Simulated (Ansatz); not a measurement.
**BiAs (model cell, started as NiAs type): a soft mode frozen in**

Which phase does BiAs (model cell, started as NiAs type) fall into along its unstable mode, and how much energy does it gain?

Program: Ansatz 0.2.0. Level of theory: DFT PBE, scalar-relativistic, plane waves, PAW. Results are calculated unless marked as measured.

This is a report of a sequence of runs, with most program output left out.

The structure was built from a prototype and need not be the compound's stable phase.

## 1. Set-up

The structure is hexagonal, space group P6_3/mmc (No. 194). Conventional cell: a = 4.177 Å, b = 4.177 Å, c = 7.414 Å, α = 90.00°, β = 90.00°, γ = 120.00°. Nearest to Bi lie 6 As at 3.04 Å. As has 6 Bi at 3.04 Å nearest. Farther neighbours are not listed.

## 2. Response at finite wavevector

The cell comes from relaxations at this level that are not shown. Stability and thermal properties need the whole zone. Linear response on a 2×2×2 q mesh gives force constants as far as a supercell of that size would.

input.yaml

```yaml
crystal:
  lattice:
    - [4.1773176012, 0.0, 0.0]
    - [-2.0886588006, 3.6176631623, 0.0]
    - [0.0, 0.0, 7.4141078752]
  atoms:
    - { symbol: Bi, position: [0.0, 0.0, 0.0] }
    - { symbol: Bi, position: [0.0, 0.0, 0.5] }
    - { symbol: As, position: [0.3333333333, 0.6666666667, 0.25] }
    - { symbol: As, position: [0.6666666667, 0.3333333333, 0.75] }
kpoints:
  mp_grid: { grid: [12, 12, 6] }
hamiltonian:
  xc: pbe
scf:
  occupations: { method: methfessel_paxton, width: 0.2 }
output:
  eigenvalues: true
phonons:
  method: dfpt
  qmesh: [2, 2, 2]
  temperatures: { t_max: 1000, t_step: 50 }
  qpath:
    path:
      - [[0.0, 0.0, 0.0], [0.5, 0.0, 0.0], [0.33333333, 0.33333333, 0.0], [0.0, 0.0, 0.0], [0.0, 0.0, 0.5], [0.5, 0.0, 0.5], [0.33333333, 0.33333333, 0.5], [0.0, 0.0, 0.5]]
      - [[0.5, 0.0, 0.5], [0.5, 0.0, 0.0]]
      - [[0.33333333, 0.33333333, 0.5], [0.33333333, 0.33333333, 0.0]]
    npoints: 10
```

Started as:

```console
ansatz run input.yaml --threads 4 --pin off --max-ram 7168MiB --backend cpu --events-out ev --progress --plain --runs-dir out
```

Wall time 6.2 min (4 threads of Arm Neoverse V2, shared host); peak memory 2.6 GiB.

This step gave:

- volume per atom: 28.01 Å³
- gap on the k-mesh: 0 eV
- sum-rule residual before enforcement: 5.83e-5 eV/Å²
- lowest frequency on the path: -113.2 cm⁻¹
- point group: 6/mmm
- highest frequency on the path or at a solved wavevector: 159.4 cm⁻¹
- highest optical mode at the zone centre (no LO-TO term): 149.8 cm⁻¹
- lowest optical zone-centre mode: -113.2 cm⁻¹
- lowest mode on the q mesh (acoustic modes at Γ apart): -113.2 cm⁻¹

Frequencies (cm⁻¹) solved at each irreducible wavevector; negative means imaginary. Frequencies by wavevector, by row:

| q in reciprocal lattice units | star | mode 1 | mode 2 | mode 3 | mode 4 | mode 10 | mode 11 | mode 12 |
| --- | --- | --- | --- | --- | --- | --- | --- | --- |
| 0 0 0 | 1 | -113.2 | 0 | 0 | 0 | 125.6 | 125.6 | 149.8 |
| 0 0 -0.5 | 1 | 35.7 | 35.7 | 35.7 | 35.7 | 117.2 | 135.9 | 135.9 |
| 0 -0.5 0 | 3 | -85.3 | 17.4 | 25 | 55.6 | 123.3 | 131.3 | 137.1 |
| 0 -0.5 -0.5 | 3 | 45.3 | 45.3 | 50.6 | 50.6 | 113.7 | 130.3 | 130.3 |

Interpolated from a 2×2×2 q mesh, rough between the solved points. Phonon branches along the path, in cm⁻¹:

| point | branch 1 | branch 2 | branch 3 | branch 4 | branch 9 | branch 10 | branch 11 | branch 12 |
| --- | --- | --- | --- | --- | --- | --- | --- | --- |
| Γ | -113 | 0 | 0 | 0 | 115 | 126 | 126 | 150 |
| halfway | -69 | 23 | 35 | 51 | 112 | 112 | 113 | 123 |
| M | -85 | 17 | 25 | 56 | 116 | 123 | 131 | 137 |
| halfway | -63 | 40 | 42 | 56 | 114 | 117 | 122 | 130 |
| K | 35 | 35 | 39 | 62 | 114 | 116 | 116 | 121 |
| halfway | -54 | 25 | 28 | 55 | 107 | 108 | 114 | 121 |
| Γ | -113 | 0 | 0 | 0 | 115 | 126 | 126 | 150 |
| halfway | -37 | 24 | 24 | 38 | 99 | 125 | 125 | 159 |
| A | 36 | 36 | 36 | 36 | 117 | 117 | 136 | 136 |
| halfway | 41 | 41 | 52 | 52 | 120 | 120 | 127 | 127 |
| L | 45 | 45 | 51 | 51 | 114 | 114 | 130 | 130 |
| halfway | 48 | 48 | 51 | 51 | 118 | 118 | 128 | 128 |
| H | 45 | 45 | 54 | 54 | 123 | 123 | 124 | 124 |
| halfway | 44 | 44 | 52 | 52 | 121 | 121 | 125 | 125 |
| A | 36 | 36 | 36 | 36 | 117 | 117 | 136 | 136 |
| jump to L | 45 | 45 | 51 | 51 | 114 | 114 | 130 | 130 |
| halfway | -17 | 29 | 42 | 54 | 119 | 121 | 136 | 136 |
| M | -85 | 17 | 25 | 56 | 116 | 123 | 131 | 137 |
| jump to H | 45 | 45 | 54 | 54 | 123 | 123 | 124 | 124 |
| halfway | 38 | 54 | 54 | 56 | 118 | 119 | 119 | 123 |
| K | 35 | 35 | 39 | 62 | 114 | 116 | 116 | 121 |

Symmetry leaves 4 wavevectors to solve. The lowest mode among them, the acoustic zeros apart, lies at Γ and is imaginary, 113.2i cm⁻¹, so the energy falls along it.

## 3. The mode frozen in, largest atomic shift 0 Å

The mode followed lies at q = (0, -0.5, 0) with frequency 85.3i cm⁻¹, one of the unstable modes though not the softest. At small amplitude the distorted cell has space group no. 62 by a symmetry search on the positions. The undistorted cell that holds it gives the zero of energy on the same k mesh.

System of this step: BiAs (model cell, started as NiAs type). It takes space group P6_3/mmc (No. 194, hexagonal). Conventional cell: a = 4.177 Å, b = 4.177 Å, c = 7.414 Å, α = 90.00°, β = 90.00°, γ = 120.00°. Nearest to Bi lie 6 As at 3.04 Å. Nearest to As lie 6 Bi at 3.04 Å. Farther neighbours are not listed.

input.yaml

```yaml
crystal:
  lattice:
    - [4.1773176012, 0.0, 0.0]
    - [0.0, 7.2353263246, 0.0]
    - [0.0, 0.0, 7.4141078752]
  atoms:
    - { symbol: Bi, position: [0.0, 0.0, 0.0] }
    - { symbol: Bi, position: [0.5, 0.5, 0.0] }
    - { symbol: Bi, position: [0.0, 0.0, 0.5] }
    - { symbol: Bi, position: [0.5, 0.5, 0.5] }
    - { symbol: As, position: [0.0, 0.3333333333, 0.25] }
    - { symbol: As, position: [0.5, 0.8333333333, 0.25] }
    - { symbol: As, position: [0.5, 0.1666666667, 0.75] }
    - { symbol: As, position: [1.0, 0.6666666667, 0.75] }
kpoints:
  mp_grid: { grid: [8, 6, 6] }
hamiltonian:
  xc: pbe
scf:
  occupations: { method: methfessel_paxton, width: 0.2 }
output:
  forces: true
  stress: true
  eigenvalues: true
```

It took 14 s on 4 threads; peak memory 1.2 GiB; 54 s of CPU time.

This step gave:

- pressure: 0.02058 GPa
- energy from the undistorted cell: 0 meV/atom

The run ends at a pressure of 0.02 GPa, with forces up to 0.0065 eV/Å.

## 4. The mode frozen in, largest atomic shift 0.14 Å

The atoms are moved along the unstable eigenvector, the largest shift by 0.14 Å, with the cell fixed.

input.yaml

```yaml
crystal:
  lattice:
    - [4.1773176012, 0.0, 0.0]
    - [0.0, 7.2353263246, 0.0]
    - [0.0, 0.0, 7.4141078752]
  atoms:
    - { symbol: Bi, position: [0.0, -0.0056018114, 0.0034900074] }
    - { symbol: Bi, position: [0.5, 0.5056018114, -0.0034900074] }
    - { symbol: Bi, position: [0.0, 0.0056018114, 0.5034900074] }
    - { symbol: Bi, position: [0.5, 0.4943981886, 0.4965099926] }
    - { symbol: As, position: [0.0, 0.3333333333, 0.2688829192] }
    - { symbol: As, position: [0.5, 0.8333333333, 0.2311170808] }
    - { symbol: As, position: [0.5, 0.1666666667, 0.7311170808] }
    - { symbol: As, position: [1.0, 0.6666666667, 0.7688829192] }
kpoints:
  mp_grid: { grid: [8, 6, 6] }
hamiltonian:
  xc: pbe
scf:
  occupations: { method: methfessel_paxton, width: 0.2 }
output:
  forces: true
  stress: true
  eigenvalues: true
  write_density: true
  write_potential: true
  elf: true
  volumetric_format: npy
```

Run time: 18 s. Hardware: 4 threads; peak memory 1.2 GiB; 73 s of CPU time.

This step gave:

* pressure: 0.8649 GPa
* energy from the undistorted cell: -7.246 meV/atom

The energy, extrapolated to zero smearing, is -7.25 meV/atom against the undistorted cell.

The run ends at a pressure of 0.86 GPa, with forces up to 0.11 eV/Å.

## 5. Energy along the mode, all amplitudes (two of the runs are shown above)

An imaginary frequency means negative curvature, so the energy should fall and then rise again as anharmonic terms take over.

Numbers from this step:

```
depth at the lowest point sampled  : 7.246 meV/atom
largest atomic shift at that point : 0.14 Å
```

Table of energy from the parent by largest atomic shift:

| largest atomic shift (Å) | energy from the parent (meV/atom) |
| --- | --- |
| 0.000 | 0 |
| 0.040 | -0.982 |
| 0.080 | -3.37 |
| 0.140 | -7.25 |
| 0.220 | -6.84 |
| 0.320 | 18.1 |

Displacement at unit largest shift by atom:

| atom | x (Å) | y (Å) | z (Å) | size |
| --- | --- | --- | --- | --- |
| Bi1 | 0.00 | -0.29 | 0.18 | 0.34 |
| Bi2 | 0.00 | 0.29 | -0.18 | 0.34 |
| Bi3 | 0.00 | 0.29 | 0.18 | 0.34 |
| Bi4 | 0.00 | -0.29 | -0.18 | 0.34 |
| As5 | 0.00 | 0.00 | 1.00 | 1.00 |
| As6 | 0.00 | 0.00 | -1.00 | 1.00 |
| As7 | 0.00 | 0.00 | -1.00 | 1.00 |
| As8 | 0.00 | 0.00 | 1.00 | 1.00 |

The lowest of the steps tried is at 0.14 Å, 7.25 meV/atom below the parent; the bottom of the well need not coincide with a step.

## 6. Relaxation from the frozen mode

Starting from the lowest point found, all atoms and the cell are let go, so that strain and other modes of the same symmetry can join in.

input.yaml, as its differences from that of step 4:

```diff
@@ -24,5 +24,6 @@
   eigenvalues: true
-  write_density: true
-  write_potential: true
-  elf: true
-  volumetric_format: npy
+relax:
+  adjacent_minimum: "off"
+  f_tol: 0.002
+  max_steps: 120
+  cell: { stress_tol: 0.03 }
```

Run time: 11 min. Hardware: 4 threads; peak memory 1.3 GiB.

Relaxation path (22 of 36):

| step | energy less that of the first step (eV) | largest force component (eV/Å) | pressure (GPa) | volume (Å³) |
| --- | --- | --- | --- | --- |
| 1 | 0.0000 | 0.0839 | 0.86 | 224.09 |
| 3 | -0.0596 | 0.1767 | -0.40 | 231.01 |
| 4 | 0.1011 | 0.6411 | 2.18 | 236.22 |
| 6 | -0.0997 | 0.1120 | 0.30 | 235.30 |
| 8 | -0.1082 | 0.0162 | 0.00 | 233.87 |
| 9 | -0.1111 | 0.0205 | -0.04 | 233.46 |
| 11 | -0.1135 | 0.0052 | 0.01 | 232.08 |
| 13 | -0.1134 | 0.0764 | -0.25 | 230.84 |
| 14 | -0.1147 | 0.0311 | 0.07 | 230.84 |
| 16 | -0.1156 | 0.0468 | 0.09 | 228.24 |
| 18 | -0.1178 | 0.0173 | -0.02 | 229.21 |
| 19 | -0.1207 | 0.0486 | -0.05 | 228.38 |
| 21 | -0.1492 | 0.2150 | -0.36 | 224.97 |
| 23 | -0.3207 | 0.1118 | 0.39 | 221.56 |
| 24 | -0.3713 | 0.1717 | 1.20 | 221.28 |
| 26 | -0.4169 | 0.0572 | -0.16 | 225.51 |
| 28 | -0.4383 | 0.0165 | 0.01 | 223.63 |
| 29 | -0.4390 | 0.0159 | -0.12 | 224.35 |
| 31 | -0.4397 | 0.0020 | -0.02 | 224.66 |
| 33* | -0.4625 | 0.0016 | 0.20 | 224.56 |
| 34 | -0.4670 | 0.0114 | 0.14 | 226.87 |
| 36* | -0.4680 | 0.0007 | -0.02 | 227.90 |

Relaxation steps marked * repeat the geometry before them on a plane-wave basis chosen anew for their cell, so energy and pressure can jump there. Other such steps can lie between the rows shown. Relaxation steps 4, 10, 13, 25 were tried and not accepted.

The run keeps the 8 symmetry operations that it works with, so distortions that break them were not tested.

| cell as run | before | after | change |
| --- | --- | --- | --- |
| a (Å) | 4.177 | 4.259 | +2.0 % |
| b (Å) | 7.235 | 6.124 | -15.4 % |
| c (Å) | 7.414 | 8.738 | +17.9 % |
| volume (Å³/atom) | 28.01 | 28.49 | +1.7 % |

The atoms that moved most (Å, as changes of fractional coordinates times the final cell):

| atom | dx | dy | dz | length |
| --- | --- | --- | --- | --- |
| Bi4 | 0.000 | -0.062 | 1.372 | 1.374 |
| Bi3 | 0.000 | 0.062 | -1.372 | 1.374 |
| Bi1 | 0.000 | -0.062 | -1.372 | 1.374 |
| Bi2 | 0.000 | 0.062 | 1.372 | 1.374 |
| As5 | 0.000 | 0.928 | 0.924 | 1.309 |
| As6 | 0.000 | 0.928 | -0.924 | 1.309 |
| As7 | 0.000 | -0.928 | -0.924 | 1.309 |
| As8 | 0.000 | -0.928 | 0.924 | 1.309 |

This step gave:

```yaml
pressure: -0.01596 GPa
volume_per_atom: 28.49 Å³
```

The distorted start has space group Pnma; the relaxation ends in Pnma.

## 7. The new phase in its own primitive cell

The relaxed structure is symmetrised, reduced to its primitive cell and relaxed tightly, as its phonons need.

input.yaml

```yaml
crystal:
  lattice:
    - [8.7376796389, 0.0, 0.0]
    - [0.0, 4.2590646499, 0.0]
    - [0.0, 0.0, 6.1239959318]
  atoms:
    - { symbol: Bi, position: [0.8464170734, 0.75, 0.7343506464] }
    - { symbol: Bi, position: [0.1535829266, 0.25, 0.2656493536] }
    - { symbol: Bi, position: [0.3464170734, 0.75, 0.7656493536] }
    - { symbol: Bi, position: [0.6535829266, 0.25, 0.2343506464] }
    - { symbol: As, position: [0.3746463492, 0.75, 0.2348159175] }
    - { symbol: As, position: [0.1253536508, 0.25, 0.7348159175] }
    - { symbol: As, position: [0.6253536508, 0.25, 0.7651840825] }
    - { symbol: As, position: [0.8746463492, 0.75, 0.2651840825] }
kpoints:
  mp_grid: { grid: [4, 8, 6] }
hamiltonian:
  xc: pbe
scf:
  occupations: { method: methfessel_paxton, width: 0.2 }
output:
  forces: true
  stress: true
  eigenvalues: true
relax:
  adjacent_minimum: "off"
  f_tol: 0.001
  max_steps: 60
  cell: { stress_tol: 0.01 }
```

It took 94 s on 4 threads; peak memory 1.1 GiB; 6.1 min of CPU time.

Relaxation path:

| step | energy less that of the first step (eV) | largest force component (eV/Å) | pressure (GPa) | volume (Å³) |
| --- | --- | --- | --- | --- |
| 1 | 0.0000 | 0.0080 | -0.02 | 227.90 |
| 2 | -0.0002 | 0.0063 | 0.04 | 227.72 |
| 3 | -0.0002 | 0.0045 | 0.00 | 227.91 |
| 4 | -0.0002 | 0.0032 | 0.00 | 228.02 |
| 5 | -0.0002 | 0.0022 | 0.02 | 228.24 |
| 6 | -0.0002 | 0.0003 | 0.00 | 228.25 |
| 7* | -0.0002 | 0.0003 | 0.00 | 228.25 |

Relaxation steps marked * repeat the geometry before them on a plane-wave basis chosen anew for their cell, so energy and pressure can jump there.

Forces are held to the 8 operations that the run works with; a distortion that breaks them can't arise in this run.

| conventional cell, symmetrised | before | after | change |
| --- | --- | --- | --- |
| a (Å) | 8.738 | 8.754 | +0.2 % |
| b (Å) | 4.259 | 4.258 | -0.0 % |
| c (Å) | 6.124 | 6.124 | +0.0 % |
| volume (Å³/atom) | 28.49 | 28.53 | +0.2 % |

The atoms that moved most (Å, as changes of fractional coordinates times the final cell):

| atom | dx | dy | dz | length |
| --- | --- | --- | --- | --- |
| Bi1 | -0.010 | 0.000 | 0.004 | 0.011 |
| Bi4 | 0.010 | 0.000 | 0.004 | 0.011 |
| Bi3 | -0.010 | 0.000 | -0.004 | 0.011 |
| Bi2 | 0.010 | 0.000 | -0.004 | 0.011 |
| As6 | -0.001 | 0.000 | -0.008 | 0.008 |
| As5 | 0.001 | 0.000 | -0.008 | 0.008 |
| As7 | -0.001 | 0.000 | 0.008 | 0.008 |
| As8 | 0.001 | 0.000 | 0.008 | 0.008 |

Numbers from this step:

| Property | Result |
| --- | --- |
| pressure | -4.41e-4 GPa |
| volume per atom | 28.53 Å³ |

The largest force component left is 0.28 meV/Å and the pressure is 0.000 GPa, within the tolerances set. The cell now holds 28.53 Å³/atom.

## 8. Modes of the new phase, k-mesh 4×8×6

A relaxed structure may still be a saddle point, so its zone-centre modes are computed. No field response is asked, since the mesh shows no gap.

input.yaml

```yaml
crystal:
  lattice:
    - [8.7535979287, 0.0, 0.0]
    - [0.0, 4.2578674953, 0.0]
    - [0.0, 0.0, 6.1240654005]
  atoms:
    - { symbol: Bi, position: [0.845315556, 0.75, 0.7350686207] }
    - { symbol: Bi, position: [0.154684444, 0.25, 0.2649313793] }
    - { symbol: Bi, position: [0.345315556, 0.75, 0.7649313793] }
    - { symbol: Bi, position: [0.654684444, 0.25, 0.2350686207] }
    - { symbol: As, position: [0.3748055878, 0.75, 0.2335840741] }
    - { symbol: As, position: [0.1251944122, 0.25, 0.7335840741] }
    - { symbol: As, position: [0.6251944122, 0.25, 0.7664159259] }
    - { symbol: As, position: [0.8748055878, 0.75, 0.2664159259] }
kpoints:
  mp_grid: { grid: [4, 8, 6] }
hamiltonian:
  xc: pbe
scf:
  occupations: { method: methfessel_paxton, width: 0.2 }
output:
  eigenvalues: true
phonons:
  method: dfpt
```

It took 4 min on 4 threads; peak memory 3.8 GiB.

Numbers from this step:

| Property | Result |
| --- | --- |
| sum-rule residual before enforcement | 1.27e-4 eV/Å² |
| point group | mmm |
| highest optical mode at the zone centre (no LO-TO term) | 162.6 cm⁻¹ |
| lowest optical zone-centre mode | -22.65 cm⁻¹ |

Patterns of degenerate modes are one choice out of their space. The modes at Γ (shares of kinetic energy by element, %) (negative means imaginary):

| mode | frequency (cm⁻¹) | symmetry | Bi % | As % |
| --- | --- | --- | --- | --- |
| 1 | -22.6 | B2u | 26 | 74 |
| 2 | 0.0 | acoustic | 74 | 26 |
| 3 | 0.0 | acoustic | 74 | 26 |
| 4 | 0.0 | acoustic | 74 | 26 |
| 5 | 24.5 | Ag | 73 | 27 |
| 6 | 31.2 | B1g | 93 | 7 |
| 7 | 37.0 | Ag | 86 | 14 |
| 8 | 49.8 | B3g | 87 | 13 |
| 9 | 54.5 | B1u | 26 | 74 |
| 10 | 55.1 | B2g | 86 | 14 |
| 11 | 55.9 | Au | 87 | 13 |
| 12 | 57.0 | B3u | 80 | 20 |
| 13 | 75.0 | B2g | 84 | 16 |
| 14 | 81.0 | B1u | 86 | 14 |
| 15 | 94.7 | Ag | 27 | 73 |
| 16 | 96.3 | B1g | 7 | 93 |
| 17 | 98.7 | B3u | 30 | 70 |
| 18 | 115.6 | Ag | 13 | 87 |
| 19 | 131.4 | B3u | 16 | 84 |
| 20 | 139.6 | B2g | 15 | 85 |
| 21 | 140.4 | Au | 13 | 87 |
| 22 | 146.1 | B3g | 13 | 87 |
| 23 | 156.0 | B1u | 14 | 86 |
| 24 | 162.6 | B2g | 15 | 85 |

Displacements in mode 1 (-22.6 cm⁻¹), the largest set to 1:
```
Bi1  0.00 -0.36  0.00
Bi2  0.00 -0.36  0.00
Bi3  0.00 -0.36  0.00
Bi4  0.00 -0.36  0.00
As5  0.00  1.00  0.00
As6  0.00  1.00  0.00
As7  0.00  1.00  0.00
As8  0.00  1.00  0.00
```

Displacements in mode 23 (156.0 cm⁻¹), the largest set to 1:
```
Bi1 -0.24  0.00  0.02
Bi2 -0.24  0.00  0.02
Bi3  0.24  0.00  0.02
Bi4  0.24  0.00  0.02
As5  1.00  0.00 -0.05
As6 -1.00  0.00 -0.05
As7  1.00  0.00 -0.05
As8 -1.00  0.00 -0.05
```

Before it was imposed, the acoustic sum rule was missed by 1.3e-4 eV/Å². Small misses are needed for a sound result but don't prove that mesh and cutoff are converged. The lowest optical mode is imaginary, 22.6i cm⁻¹, so the energy falls along it.

## 9. The phases reached

The phases reached along the modes that were followed are set side by side.

Energies are those of the first relaxation, on the mesh of the frozen mode; space group, volume and gap are those of the last relaxation. Phases, by row:

| mode frozen in | space group | energy from parent (meV/atom) | volume (Å³/atom) | gap on mesh (eV) | lowest zone-centre optical mode (cm⁻¹) | largest shift (Å) |
| --- | --- | --- | --- | --- | --- | --- |
| parent | P6_3/mmc | 0 | 28.01 | 0 | – | – |
| q = (0, 0, 0), 113i cm⁻¹ | P6_3mc | -73.09 | 30.73 | 0 | 25.6 | 0.286 |
| q = (0, -0.5, 0), 85i cm⁻¹ | Pnma | -66 | 28.53 | 0 | -22.6 | 1.431 |

## 10. Results

| Property | Result |
| --- | --- |
| unstable mode of the parent | q = (0, -0.5, 0), 85i cm⁻¹ |
| depth at the lowest point sampled | 7.25 meV/atom |
| largest atomic shift at that point | 0.14 Å |
| space group reached (within 0.01 Å) | Pnma |
| energy gained over the parent (first relaxation, on the mesh of the frozen mode) | 66.0 meV/atom |
| volume per atom, phase reached | 28.5 Å³ |
| lowest optical zone-centre mode, phase reached | -22.6 cm⁻¹ |
| highest optical mode at the zone centre (no LO-TO term), phase reached | 163 cm⁻¹ |

From this start the structure relaxes into Pnma, 66.0 meV/atom below the parent. At the parent's cell the well is 7.246 meV/atom deep on the steps tried, with its lowest point at a shift of 0.14 Å. Relaxing atoms and cell changes the gain by +58.75 meV/atom against the lowest step (energies at zero smearing). Most of the total comes from this relaxation. The frozen pattern makes up only 15 % of the final shifts of the atoms, so other modes or strain give most of the change. The new phase still has an imaginary mode at the zone centre of its cell, so it is a saddle point on the way to a lower structure. Of the 2 patterns followed to their end from this parent, this one ends 7.09 meV/atom above the lowest, P6_3mc. Each path keeps the symmetry of its pattern, so a lower phase may lie along a pattern not tried. The q mesh stands for a supercell only 8.4 Å across, so branches between the solved wavevectors are rough. With no gap, or one that is small against the smearing, the frequencies hang on the k mesh and the smearing, most of all near Kohn anomalies. Spin-orbit coupling is left out, which can matter for the heavy elements here. A phonon run warned that its eigensolver left some bands unconverged in a pass. The starting cell was built on a prototype and not taken from a measurement, so the phase need not exist.

[Logs are printed without paths, hosts, clocks, repeated set-up lines and the standing remarks that a program may print on its own settings, such as how far it seeks lower states.]

[Hosts, paths, dates, database ids (printed as entryN), source tags and the programs' standing remarks are cut or masked in the printed files.]
